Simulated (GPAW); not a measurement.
Computed results, one entry a study.

## Ga2AsP (R3m): G0W0 with GPAW, start to end

It takes space group R3m (No. 160, trigonal). The conventional cell has a = 3.930 Å, b = 3.930 Å, c = 19.252 Å, α = 90.00°, β = 90.00°, γ = 120.00°. Nearest to Ga lie 3 P at 2.39 Å and 1 As at 2.45 Å. Nearest to Ga lie 1 P at 2.36 Å and 3 As at 2.42 Å. Nearest to P lie 4 Ga at 2.36 to 2.39 Å. As has 4 Ga at 2.42 to 2.45 Å nearest. Farther neighbours are not listed.

```
method               : DFT, LDA, plane waves, PAW (and 1 further level or step)
program              : GPAW 26.7.0
settings of one run  : cutoff 450 eV, GPAW PAW setups 1.2.1 data release, 4×4×4 k-mesh, nbands 204
cost                 : 3 runs, 2 min in all on 4 MPI ranks of Arm Neoverse V2, shared host (the runs of this entry)
notes                : The cell and positions are those that the Materials Project relaxed with its own functionals (PBE, PBE+U or r2SCAN), kept fixed. Limits: no spin-orbit coupling. Bands and cutoff are finite, so the gap is not at the basis limit. The miss can reach some tenths of an eV and take either sign; the mesh is an error of its own.
LDA gap              : 0.86 eV, direct
G0W0 gap on the mesh : 1.93 eV
GW settings          : 4×4×4 mesh, 90 bands, screening to 60 eV, Godby-Needs plasmon pole
known limits         : not at the basis limit; no spin-orbit coupling
```

G0W0 moves the gap on the mesh from 0.86 eV to 1.93 eV (+1.07 eV), with Z of 0.79 and 0.79 at the edges. Only 1 of the mesh's irreducible points was corrected, so a valley elsewhere could overtake.

[Paths, hosts, dates, memory and timing lines, banners, echoed tables and standing remarks are left out of the program output.]

[Logs are printed without paths, hosts, clocks, repeated set-up lines and the standing remarks that a program may print on its own settings, such as how far it seeks lower states.]

[Runs of the session that timed out or met a known fault of the program may be left out.]

[Hosts, paths, dates, database ids (printed as entryN), source tags and the programs' standing remarks are cut or masked in the printed files.]
